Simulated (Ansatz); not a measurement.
## LaTi2Ga2, from a guessed structure to a relaxed one

Starting from a made-up structure for LaTi2Ga2, the aim is the relaxed cell, its shortest contacts and, where a second run follows, its electronic structure.

Program: Ansatz 0.2.0. Level of theory: DFT, r2SCAN, plane-wave PAW, files of the set soft_1, scalar-relativistic, no spin, cell and ions relaxed at zero pressure; PAW set soft_1, in the first sound run; inputs show where later runs differ. Results are calculated unless marked as measured.

**1. The structure**

The structure is trigonal, space group P-3m1 (No. 164). Conventional cell: a = 4.337 Å, b = 4.337 Å, c = 6.906 Å, α = 90.00°, β = 90.00°, γ = 120.00°. La has 6 Ti at 3.11 Å nearest. Nearest to Ga lie 4 Ti at 2.58 to 2.60 Å. Ti has 4 Ga at 2.58 to 2.60 Å and 3 La at 3.11 Å nearest. Farther neighbours are not listed.

**2. Relaxation of the guess**

The guess takes its coordinates from another compound and its volume from a rule, so the cell and any free coordinates are relaxed together.

Input file input.yaml:

```yaml
crystal:
  lattice:
    - [4.337, 0.0, 0.0]
    - [-2.1685, 3.755952176, 0.0]
    - [0.0, 0.0, 6.906]
  atoms:
    - { symbol: La, position: [0.0, 0.0, 0.0] }
    - { symbol: Ga, position: [0.666666667, 0.333333333, 0.3575] }
    - { symbol: Ga, position: [0.333333333, 0.666666667, 0.6425] }
    - { symbol: Ti, position: [0.666666667, 0.333333333, 0.7339] }
    - { symbol: Ti, position: [0.333333333, 0.666666667, 0.2661] }
kpoints:
  mp_grid: { grid: [7, 7, 4] }
scf:
  occupations: { method: fermi_dirac, width: 0.05 }
hamiltonian:
  xc: r2scan
  pseudopotentials: { kind: paw, azcp: { folder: soft_1 } }
relax:
  f_tol: 0.015
  max_steps: 70
  cell: {}
output:
  forces: true
  stress: true
```

The run is started by

```sh
ansatz run input.yaml --threads 4 --pin off --max-ram 8192MiB --backend cpu --events-out ev --progress --plain --runs-dir out
```

Numbers of over 12 decimals in the logs are rounded to 6 here.

The program printed:

```text
Engine: ansatz 0.2.0, aarch64-unknown-linux-gnu
Pseudopotentials: kind: paw
Pseudopotential: La, paw, valence charge 11, recommended cutoff 500 eV (meta_gga), soft_1/La.paw.azcp
Pseudopotential: Ga, paw, valence charge 13, recommended cutoff 500 eV (meta_gga), soft_1/Ga.paw.azcp
Pseudopotential: Ti, paw, valence charge 12, recommended cutoff 500 eV (meta_gga), soft_1/Ti.paw.azcp
Functional definition: r2SCAN
  parameter k0 = 0.174
  parameter k1 = 0.065
  parameter a1 = 4.9479
  exchange = r2scan_x(k0 = k0, k1 = k1, a1 = a1)
  correlation = r2scan_c
Crystal: 5 atoms, lattice volume = 112.496 Å³
Basis set: ecut = 500 eV, 2839 PW (Γ), exchange–correlation on 128×128×216 points (64 copies of the dense FFT grid, shifted against one another)
Bands: 37, of which v1, the nominal top of the filled ones, is band 31 counted from 1 (30 counted from 0)
Symmetry: 12 space group operations
Space group: P-3m1 (ITA 164), of the structure as read, at distance tolerance 4.8e-5 Å
k-points: 28 of 196
Non-local potential: La, projectors of the file, l = 0: 3, l = 1: 2, l = 2: 2, l = 3: 3
Non-local potential: Ga, projectors of the file, l = 0: 2, l = 1: 2, l = 2: 3, l = 3: 1
Non-local potential: Ti, projectors of the file, l = 0: 3, l = 1: 2, l = 2: 3, l = 3: 1
PAW form: soft (Blöchl's): semilocal exchange-correlation on the pseudo side does not see the compensation charge
PAW frozen core: La, regenerated for the run's functional (the file was generated under x = pbe(κ = 0.804, μ = 0.219515), c = pbe(β = 0.066725))
PAW frozen core: Ga, regenerated for the run's functional (the file was generated under x = pbe(κ = 0.804, μ = 0.219515), c = pbe(β = 0.066725))
PAW frozen core: Ti, regenerated for the run's functional (the file was generated under x = pbe(κ = 0.804, μ = 0.219515), c = pbe(β = 0.066725))
PAW one-centre angular grid: La, 974 points (default); XC on 160 Gauss nodes
PAW one-centre angular grid: Ga, 590 points (default); XC on 160 Gauss nodes
PAW one-centre angular grid: Ti, 590 points (default); XC on 160 Gauss nodes
Initial density: superposition of atomic densities (chi_scale 0.1, normalization cell, long waves kept (reshape's long-wave potential 0.05 eV rms))
Initial wavefunctions: pseudopotential atomic-orbital guess
Functional: x = r2scan, c = r2scan; τ floored in thin density (d = 2e-4 eV/Å³)
SCF iter   1: F=—  HF=-18853.902858 eV  |F-HF|=—  |Δ(HF+E_count)|=         —  Δρ=5.91e-2  dr2=1.56e1  dr2_τ=1.52e-1  ethr=3.10e-3  ⟨swp⟩=6.1  Hψ=3943  notcnv=0
preconditioner: auto → Kerker (q_TF=auto, 2.464 Å⁻¹)  [metal: Δε(μ)=0.029 eV  Ē_g=9.965 eV  σ=0.050 eV  W_gap=0.14  n_scr=22 (ndim 8)  ℏωp=23.0 eV  f_vac=0.000  D(μ)=5.51/eV (n_scr^D=42)]
SCF iter   2: F=—  HF=-18852.391429 eV  |F-HF|=—  |Δ(HF+E_count)|=    1.51e0  Δρ=3.01e-2  dr2=2.60e0  dr2_τ=1.16e-1  ethr=3.10e-3  ⟨swp⟩=5.2  Hψ=2610  notcnv=0
SCF iter   3: F=—  HF=-18852.365518 eV  |F-HF|=—  |Δ(HF+E_count)|=   2.59e-2  Δρ=1.88e-2  dr2=1.40e0  dr2_τ=2.54e-2  ethr=3.10e-3  ⟨swp⟩=3.4  Hψ=1603  notcnv=0
SCF iter   4: F=—  HF=-18852.315739 eV  |F-HF|=—  |Δ(HF+E_count)|=   4.98e-2  Δρ=6.39e-3  dr2=1.13e-1  dr2_τ=1.32e-3  ethr=2.30e-3  ⟨swp⟩=3.3  Hψ=1681  notcnv=0
SCF iter   5: F=—  HF=-18852.329483 eV  |F-HF|=—  |Δ(HF+E_count)|=   1.37e-2  Δρ=4.76e-3  dr2=3.65e-2  dr2_τ=2.17e-4  ethr=1.85e-4  ⟨swp⟩=3.2  Hψ=1861  notcnv=0
SCF iter   6: F=—  HF=-18852.331107 eV  |F-HF|=—  |Δ(HF+E_count)|=   1.62e-3  Δρ=1.64e-3  dr2=5.93e-3  dr2_τ=1.50e-4  ethr=5.98e-5  ⟨swp⟩=3.0  Hψ=1767  notcnv=0
SCF iter   7: F=—  HF=-18852.332651 eV  |F-HF|=—  |Δ(HF+E_count)|=   1.54e-3  Δρ=7.40e-4  dr2=1.27e-3  dr2_τ=1.30e-5  ethr=9.73e-6  ⟨swp⟩=2.0  Hψ=1575  notcnv=0
SCF iter   8: F=—  HF=-18852.332870 eV  |F-HF|=—  |Δ(HF+E_count)|=   2.19e-4  Δρ=1.91e-4  dr2=4.32e-5  dr2_τ=1.60e-6  ethr=2.08e-6  ⟨swp⟩=2.0  Hψ=1563  notcnv=0
SCF iter   9: F=—  HF=-18852.332895 eV  |F-HF|=—  |Δ(HF+E_count)|=   2.54e-5  Δρ=8.56e-5  dr2=9.16e-6  dr2_τ=2.65e-7  ethr=7.08e-8  ⟨swp⟩=2.0  Hψ=1639  notcnv=0
SCF iter  10: F=—  HF=-18852.332899 eV  |F-HF|=—  |Δ(HF+E_count)|=   3.81e-6  Δρ=2.73e-5  dr2=8.28e-7  dr2_τ=3.29e-8  ethr=1.50e-8  ⟨swp⟩=2.0  Hψ=1630  notcnv=0
SCF iter  11: F=-18852.332900 eV  HF=-18852.332900 eV  |F-HF|=1.01e-8  |Δ(HF+E_count)|=   5.00e-7  Δρ=7.22e-6  dr2=7.81e-8  dr2_τ=1.87e-9  ethr=1.64e-10  ⟨swp⟩=3.8  Hψ=5036  notcnv=0
SCF 1 converged in 11 iterations: F = -18852.332900 eV  dr2 = 7.81e-8
  greatest PAW one-centre occupation: 1.000 electrons in one spin orbital (limit 2), on the Ti atom at site 4 (counted from 0), in its partial waves of l = 0
relax step   1: F+E_penalty+E_count = -18852.33289964 eV  Δ(F+E_penalty+E_count) = +0.000e0 eV  max|allowed force component| = 6.698e-1 eV/Å  Δτ_max = 0.0000 Å  P = +1.848 GPa  Ω = 112.496 Å³  (11 SCF iters, dr2 threshold 1.00e-7 eV, accepted)
Crystal: 5 atoms, lattice volume = 119.729 Å³
Basis set: ecut = 500 eV, 3019 PW (Γ), exchange–correlation on 128×128×216 points (64 copies of the dense FFT grid, shifted against one another)
Initial density: handed on by an earlier stage of this run
Initial wavefunctions: those handed on with the density
iter 1 solved again at ethr=2.04e-3 eV; its pass at ethr=3.10e-3 eV (dr2=1.24e0 eV) is discarded
SCF iter   1: F=—  HF=-18851.757441 eV  |F-HF|=—  |Δ(HF+E_count)|=         —  Δρ=2.07e-2  dr2=1.25e0  dr2_τ=2.41e0  ethr=2.04e-3  ⟨swp⟩=1.0  Hψ=6843  notcnv=0
preconditioner: auto → Kerker (q_TF=auto, 2.438 Å⁻¹)  [metal: Δε(μ)=0.015 eV  Ē_g=11.159 eV  σ=0.050 eV  W_gap=0.07  n_scr=22 (ndim 8)  ℏωp=22.3 eV  f_vac=0.008  D(μ)=8.68/eV (n_scr^D=96)]
SCF iter   2: F=—  HF=-18852.951787 eV  |F-HF|=—  |Δ(HF+E_count)|=    1.19e0  Δρ=1.50e-2  dr2=5.01e-1  dr2_τ=1.19e-2  ethr=2.04e-3  ⟨swp⟩=3.2  Hψ=1893  notcnv=0
SCF iter   3: F=—  HF=-18852.940034 eV  |F-HF|=—  |Δ(HF+E_count)|=   1.18e-2  Δρ=1.09e-2  dr2=3.46e-1  dr2_τ=1.21e-2  ethr=8.21e-4  ⟨swp⟩=3.3  Hψ=1641  notcnv=0
SCF iter   4: F=—  HF=-18852.913235 eV  |F-HF|=—  |Δ(HF+E_count)|=   2.68e-2  Δρ=3.13e-3  dr2=1.83e-2  dr2_τ=9.36e-4  ethr=5.66e-4  ⟨swp⟩=3.3  Hψ=1641  notcnv=0
SCF iter   5: F=—  HF=-18852.912875 eV  |F-HF|=—  |Δ(HF+E_count)|=   3.61e-4  Δρ=1.13e-3  dr2=2.03e-3  dr2_τ=4.74e-5  ethr=2.99e-5  ⟨swp⟩=2.2  Hψ=1429  notcnv=0
SCF iter   6: F=—  HF=-18852.913455 eV  |F-HF|=—  |Δ(HF+E_count)|=   5.80e-4  Δρ=5.75e-4  dr2=6.38e-4  dr2_τ=6.07e-6  ethr=3.33e-6  ⟨swp⟩=2.0  Hψ=1617  notcnv=0
SCF iter   7: F=—  HF=-18852.913226 eV  |F-HF|=—  |Δ(HF+E_count)|=   2.28e-4  Δρ=2.20e-4  dr2=1.42e-4  dr2_τ=1.59e-6  ethr=1.05e-6  ⟨swp⟩=2.0  Hψ=1551  notcnv=0
[...]
relax step   6: F+E_penalty+E_count = -18854.29633796 eV  Δ(F+E_penalty+E_count) = -1.661e-1 eV  max|allowed force component| = 9.838e-2 eV/Å  Δτ_max = 0.1799 Å  P = -0.810 GPa  Ω = 116.531 Å³  energy of the carried Pulay correction = -1.532e-3 eV  (9 SCF iters, dr2 threshold 5.00e-7 eV, accepted)
relax step   7: F+E_penalty+E_count = -18854.39521579 eV  Δ(F+E_penalty+E_count) = -9.888e-2 eV  max|allowed force component| = 2.644e-1 eV/Å  Δτ_max = 0.1038 Å  P = -0.868 GPa  Ω = 114.877 Å³  energy of the carried Pulay correction = -9.108e-4 eV  (9 SCF iters, dr2 threshold 5.00e-7 eV, accepted)
relax step   8: F+E_penalty+E_count = -18854.56398506 eV  Δ(F+E_penalty+E_count) = -1.688e-1 eV  max|allowed force component| = 4.500e-1 eV/Å  Δτ_max = 0.1403 Å  P = -0.849 GPa  Ω = 112.453 Å³  energy of the carried Pulay correction = +1.660e-5 eV  (9 SCF iters, dr2 threshold 5.00e-7 eV, accepted)
relax step   9: F+E_penalty+E_count = -18854.69169274 eV  Δ(F+E_penalty+E_count) = -1.277e-1 eV  max|allowed force component| = 2.407e-1 eV/Å  Δτ_max = 0.0933 Å  P = +0.184 GPa  Ω = 109.208 Å³  energy of the carried Pulay correction = +1.290e-3 eV  (9 SCF iters, dr2 threshold 5.00e-7 eV, accepted)
relax step  10: F+E_penalty+E_count = -18854.69130125 eV  Δ(F+E_penalty+E_count) = +3.915e-4 eV  max|allowed force component| = 1.752e-1 eV/Å  Δτ_max = 0.1389 Å  P = -0.104 GPa  Ω = 109.460 Å³  energy of the carried Pulay correction = +1.189e-3 eV  (9 SCF iters, dr2 threshold 5.00e-7 eV, rejected (line search))
relax step  11: F+E_penalty+E_count = -18854.70661992 eV  Δ(F+E_penalty+E_count) = -1.493e-2 eV  max|allowed force component| = 7.628e-2 eV/Å  Δτ_max = 0.0695 Å  P = -0.041 GPa  Ω = 109.432 Å³  energy of the carried Pulay correction = +1.201e-3 eV  (13 SCF iters, accepted)
relax step  12: F+E_penalty+E_count = -18854.70684764 eV  Δ(F+E_penalty+E_count) = -2.277e-4 eV  max|allowed force component| = 7.121e-2 eV/Å  Δτ_max = 0.0110 Å  P = -0.036 GPa  Ω = 109.270 Å³  energy of the carried Pulay correction = +1.265e-3 eV  (7 SCF iters, dr2 threshold 3.64e-7 eV, accepted)
relax step  13: F+E_penalty+E_count = -18854.70739012 eV  Δ(F+E_penalty+E_count) = -5.425e-4 eV  max|allowed force component| = 5.561e-4 eV/Å  Δτ_max = 0.0071 Å  P = +0.024 GPa  Ω = 109.258 Å³  energy of the carried Pulay correction = +1.270e-3 eV  (5 SCF iters, dr2 threshold 3.17e-7 eV, accepted)
Basis set: ecut = 500 eV, 2785 PW (Γ), exchange–correlation on 144×144×160 points (64 copies of the dense FFT grid, shifted against one another)
Initial wavefunctions: pseudopotential atomic-orbital guess (no wavefunctions were taken with the density)
iter 1 solved again at ethr=4.78e-7 eV; its pass at ethr=3.10e-3 eV (dr2=2.92e-4 eV) is discarded
SCF iter   1: F=—  HF=-18854.710978 eV  |F-HF|=—  |Δ(HF+E_count)|=         —  Δρ=4.98e-4  dr2=2.23e-5  dr2_τ=1.29e-4  ethr=4.78e-7  ⟨swp⟩=3.0  Hψ=6442  notcnv=0
preconditioner: auto → Kerker (q_TF=auto, 2.476 Å⁻¹)  [metal: Δε(μ)=0.050 eV  Ē_g=11.254 eV  σ=0.050 eV  W_gap=0.23  n_scr=22 (ndim 8)  ℏωp=23.3 eV  f_vac=0.000  D(μ)=5.13/eV (n_scr^D=52)]
SCF iter   2: F=—  HF=-18854.711696 eV  |F-HF|=—  |Δ(HF+E_count)|=   7.18e-4  Δρ=2.75e-4  dr2=1.29e-5  dr2_τ=1.08e-5  ethr=3.65e-8  ⟨swp⟩=2.0  Hψ=1823  notcnv=0
SCF iter   3: F=—  HF=-18854.711953 eV  |F-HF|=—  |Δ(HF+E_count)|=   2.57e-4  Δρ=5.77e-5  dr2=1.63e-6  dr2_τ=5.47e-7  ethr=2.11e-8  ⟨swp⟩=2.0  Hψ=1591  notcnv=0
SCF iter   4: F=—  HF=-18854.711957 eV  |F-HF|=—  |Δ(HF+E_count)|=   3.24e-6  Δρ=1.09e-5  dr2=6.76e-8  dr2_τ=1.51e-8  ethr=2.67e-9  ⟨swp⟩=2.0  Hψ=1846  notcnv=0
SCF iter   5: F=—  HF=-18854.711957 eV  |F-HF|=—  |Δ(HF+E_count)|=   2.48e-7  Δρ=6.77e-6  dr2=7.60e-8  dr2_τ=2.97e-9  ethr=1.11e-10  ⟨swp⟩=2.0  Hψ=1911  notcnv=0
SCF iter   6: F=—  HF=-18854.711957 eV  |F-HF|=—  |Δ(HF+E_count)|=   6.69e-9  Δρ=3.47e-6  dr2=5.62e-9  dr2_τ=8.50e-10  ethr=1.11e-10  ⟨swp⟩=2.0  Hψ=1565  notcnv=0
SCF iter   7: F=—  HF=-18854.711957 eV  |F-HF|=—  |Δ(HF+E_count)|=   1.39e-8  Δρ=9.21e-7  dr2=9.00e-10  dr2_τ=8.08e-11  ethr=9.22e-12  ⟨swp⟩=2.0  Hψ=1562  notcnv=0
SCF iter   8: F=—  HF=-18854.711957 eV  |F-HF|=—  |Δ(HF+E_count)|=  8.08e-10  Δρ=2.49e-7  dr2=1.03e-10  dr2_τ=3.08e-12  ethr=1.48e-12  ⟨swp⟩=3.0  Hψ=2063  notcnv=0
SCF iter   9: F=-18854.711957 eV  HF=-18854.711957 eV  |F-HF|=1.09e-11  |Δ(HF+E_count)|=  4.73e-11  Δρ=9.04e-8  dr2=2.05e-11  dr2_τ=4.68e-13  ethr=1.00e-12  ⟨swp⟩=4.9  Hψ=3801  notcnv=0
SCF 14 converged in 9 iterations: F = -18854.711957 eV  dr2 = 2.05e-11
relax step  14: F+E_penalty+E_count = -18854.71195683 eV  Δ(F+E_penalty+E_count) = -4.567e-3 eV  max|allowed force component| = 7.436e-4 eV/Å  Δτ_max = 0.0000 Å  P = +0.024 GPa  Ω = 109.258 Å³  stress off target by 4.50e-2 GPa  SCF on the basis re-selected at this cell (its energy is not comparable with the rows above)  (9 SCF iters)
basis re-selected at this cell: Δ(F+E_penalty+E_count) = -4.567e-3 eV, ΔP = -0.001 GPa vs the last step (what re-selecting the basis moved, of the pressure what is left beyond the Pulay correction that the steps carried, after the strain that the cell walked since its last selection, with what the two solves' SCF thresholds leave and, on support functions, any second-order correction that the steps lacked; it is no measure of the basis error at this ecutwfc). The dense FFT grid was sized anew with the basis: this SCF ran on 36×36×40 points, the steps before it on 32×32×54, so part of this shift can come from that change (see relax.cell in the input reference). [rest of the remark cut]
SCF converged after 9 iterations
Free energy (F): -18854.711957 eV
Harris-Foulkes:  -18854.711957 eV  (|F-HF|=1.09e-11)
Internal energy: -18854.670731 eV  (E = F + TS)
E sigma→0 (E₀):  -18854.691344 eV
Entropy (-TS):   -0.041226 eV (-8.245 meV/atom)
Fermi energy:    10.898776 eV
--- Per-component energies (eV) ---
  E_band       = -491.565941
  E_kinetic    = 968.754689
  E_local      = -5261.699517  (includes V_loc(G=0)·N_el)
  E_nonlocal   = 18.138194
  E_hartree    = 2799.573382
  E_xc         = -474.297663
  E_vxc        = -594.850366  (∫ρ·V_xc dr)
  E_paw        = -11542.263666  (= ΣΔE_a)
  E_vpaw       = -1256.274599  (= ΣTr[D̂ρ^β])
  E_aug_tail   = 0.000019  (compensation charges beyond the density's cutoff)
  E_vtau       = 35.218839  (kinetic-family band-sum trace: ∫τ·v_τ [+ j·A + Jᵃ·Aᵃ] dr)
  E_ewald      = -5361.131348
  E_core_change = -1.744820  (= ΣΔE_core)
  E_smearing   = -0.041226  (= −TS)
  E_closure    = 0.000000  (closes the sum)
  Σ components = -18854.711957   (vs F -18854.711957, Δ=0.00e0)
--- Forces (eV/Å), atoms counted from 1 ---
  atom   1  La     0.00000000    -0.00000000     0.00000000
  atom   2  Ga     0.00000000     0.00000000    -0.00013580
  atom   3  Ga    -0.00000000    -0.00000000     0.00013580
  atom   4  Ti     0.00000000    -0.00000000     0.00074355
  atom   5  Ti    -0.00000000     0.00000000    -0.00074355
  max |Σ_I F_I| component: 1.45e-18 eV/Å
--- Stress (GPa, compression-positive) ---
        0.045029       0.000000      -0.000000
        0.000000       0.045029       0.000000
       -0.000000       0.000000      -0.019446
  P = ⅓ Tr σ = 0.0235 GPa (0.235 kbar)
--- Relaxed structure (13 steps of the walk, 12 accepted, 1 SCFs on fresh bases) ---
  F+E_penalty+E_count = -18854.71195683 eV   max|allowed force component| = 7.436e-4 eV/Å   (the final SCF, on the basis selected at the relaxed cell)
  cell:  # Å, volume = 109.2579 Å³
    - [4.829793, 0.0, 0]
    - [-2.414897, 4.182724, 0]
    - [0, 0, 5.408356]
  atoms:
    - { symbol: La, position: [0, 0, -1.1554775542272392e-18] }
    - { symbol: Ga, position: [0.666667, 0.333333, 0.195519] }
    - { symbol: Ga, position: [0.333333, 0.666667, 0.804481] }
    - { symbol: Ti, position: [0.666667, 0.333333, 0.652509] }
    - { symbol: Ti, position: [0.333333, 0.666667, 0.347491] }
```

It took 71 s on 4 threads of Arm Neoverse V2, shared host; peak memory 0.79 GiB.

Step by step:

```csv
step,energy less that of the first step (eV),largest force component (eV/Å),pressure (GPa),volume (Å³)
1,0.0000,0.6698,1.85,112.50
2,-0.5804,0.8540,-0.76,119.73
3,-1.1143,0.8596,-3.71,126.75
4,-1.4933,0.4786,-5.26,128.86
5,-1.7973,0.4552,2.07,114.22
6,-1.9634,0.0984,-0.81,116.53
7,-2.0623,0.2644,-0.87,114.88
8,-2.2311,0.4500,-0.85,112.45
9,-2.3588,0.2407,0.18,109.21
10,-2.3584,0.1752,-0.10,109.46
11,-2.3737,0.0763,-0.04,109.43
12,-2.3739,0.0712,-0.04,109.27
13,-2.3745,0.0006,0.02,109.26
14*,-2.3791,0.0007,0.02,109.26
```

Relaxation steps marked * repeat the geometry before them on a plane-wave basis chosen anew for their cell, so energy and pressure can jump there. Relaxation step 10 was tried and not accepted.

Forces are held to the 12 operations that the run works with; a distortion that breaks them can't arise in this run.

```csv
cell as run,before,after,change
a (Å),4.337,4.830,+11.4 %
b (Å),4.337,4.830,+11.4 %
c (Å),6.906,5.408,-21.7 %
volume (Å³/atom),22.50,21.85,-2.9 %
```

The atoms that moved most (Å, as changes of fractional coordinates times the final cell):

```csv
atom,dx,dy,dz,length
Ga3,0.000,0.000,0.876,0.876
Ga2,0.000,0.000,-0.876,0.876
Ti5,0.000,0.000,0.440,0.440
Ti4,0.000,0.000,-0.440,0.440
```

Final coordinates:

```xyz
5
Lattice="4.8298 0.0000 0.0000 -2.4149 4.1827 0.0000 0.0000 0.0000 5.4084" Properties=species:S:1:pos:R:3 pbc="T T T"
La    0.0000    0.0000    0.0000
Ga    2.4149    1.3942    1.0574
Ga    0.0000    2.7885    4.3509
Ti    2.4149    1.3942    3.5290
Ti    0.0000    2.7885    1.8794
```

Numbers from this step:

```yaml
free_energy: -18854.7120 eV
energy_at_zero_smearing: -18854.6913 eV
smearing_term_ts: 0.04123 eV
fermi_energy: 10.90 eV
electrons: 61
symmetry_operations: 12
pressure: 0.02354 GPa
```

Shortest distances by pair of elements, guess and relaxed (not always the same contact):

```csv
pair,guess (Å),relaxed (Å)
Ga–Ti,2.582,2.472
Ga–La,3.516,2.982
Ti–Ti,4.087,3.240
La–Ti,3.106,3.363
Ga–Ga,3.185,3.500
```

The relaxation ends with a largest force component of 7.4e-4 eV/Å and a pressure of 0.02 GPa.

(Continued in part 2 of 2.)

[Logs are printed without paths, hosts, clocks, repeated set-up lines and the standing remarks that a program may print on its own settings, such as how far it seeks lower states.]

[Hosts, paths, dates, database ids (printed as entryN), source tags and the programs' standing remarks are cut or masked in the printed files.]
